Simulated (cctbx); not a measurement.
# Accept or mend?

Cell a = 10.5290 Å, b = 10.5290 Å, c = 10.5290 Å, α = 90.00°, β = 90.00°, γ = 90.00°; space group Fm-3m (no. 225). The compound is Cs2CuPBr6.

Simulated single-crystal data (cctbx): Ag Kα, λ = 0.56087 Å, to d = 0.84 Å, 95 % of the full sphere, strongest reflection 20000 counts, noise from counting, a 2 % proportional error and a noise floor of 15 counts (s.d.); no absorption, and some extinction, which the refinements don't model.

An anisotropic refinement with weights 1/σ² prints:

```text
Rint 0.028, 78 unique reflections to 0.85 A
cycle     R1     wR2    GooF  max shift (A)
   1  0.0135  0.0210   1.774   0.00034
   2  0.0102  0.0133   1.118   0.00000
final R1 0.0102 wR2 0.0133 GooF 1.118  parameters 6  data/parameter 13.0
atom        x        y        z      Ueq    occ   su(xyz)  su(Uiso or U11)
Cs1    0.25000  0.75000  0.75000   0.0028  1.000  0.00000  0.0001
Br1    0.00000  0.00000  0.75083   0.0028  1.000  0.00007  0.0002
Cu1    0.50000  0.00000  0.00000   0.0020  1.000  0.00000  0.0005
P1     0.00000  0.00000  0.00000   0.0050  1.000  0.00000  0.0010
difference map: max 0.72 min -0.76 rms 0.20
Q1    0.0470  0.0470  0.4530   32    0.78  0.86 A from Cu1
Q2    0.1064  0.1836  0.3164   96    0.70  1.81 A from Cs1
Q3    0.1741  0.1741  0.1741   32    0.66  1.38 A from Cs1
Q4    0.1124  0.1124  0.1124   32    0.66  2.05 A from P1
Q5    0.0000  0.1337  0.1337   48    0.43  1.86 A from Br1
Q6    0.0798  0.2131  0.2131   96    0.42  1.87 A from Cs1
```

**Question.** Can this result stand? If not, what is the likely fault?

It can stand. The set-up had a fault (anomalous dispersion left out), but the figures of merit move little: R1 = 0.0102, wR2 = 0.0133, GooF = 1.12 against R1 = 0.0095, wR2 = 0.0131, GooF = 1.11 for the right model.

The compound is Cs2CuPBr6. The right model at the same level gives:

```text
Rint 0.028, 78 unique reflections to 0.85 A
cycle     R1     wR2    GooF  max shift (A)
   1  0.0152  0.0269   2.273   0.00031
   2  0.0095  0.0131   1.109   0.00000
final R1 0.0095 wR2 0.0131 GooF 1.109  parameters 6  data/parameter 13.0
atom        x        y        z      Ueq    occ   su(xyz)  su(Uiso or U11)
Cs1    0.25000  0.75000  0.75000   0.0016  1.000  0.00000  0.0001
Br1    0.00000  0.00000  0.75083   0.0037  1.000  0.00007  0.0002
Cu1    0.50000  0.00000  0.00000   0.0036  1.000  0.00000  0.0005
P1     0.00000  0.00000  0.00000   0.0056  1.000  0.00000  0.0010
difference map: max 0.69 min -0.83 rms 0.19
Q1    0.1085  0.1819  0.3181   96    0.73  1.80 A from Cs1
Q2    0.1737  0.1737  0.1737   32    0.71  1.39 A from Cs1
Q3    0.0482  0.0482  0.4518   32    0.63  0.88 A from Cu1
Q4    0.1134  0.1134  0.1134   32    0.60  2.07 A from P1
Q5    0.0000  0.0000  0.0000    4    0.44  0.00 A from P1
Q6    0.0000  0.1412  0.1412   48    0.44  1.87 A from Br1
```

Isotropic U is held between 0.0001 and 1 Å² by the program, and listed peak heights are interpolated, so they can pass the grid's maximum.

The model is made up (kin elements in a known structure type, no relaxation), so it says nothing on whether the phase exists.

[Middle refinement cycles are left out of these outputs.]

[Logs are printed without paths, hosts, clocks, repeated set-up lines and the standing remarks that a program may print on its own settings, such as how far it seeks lower states.]
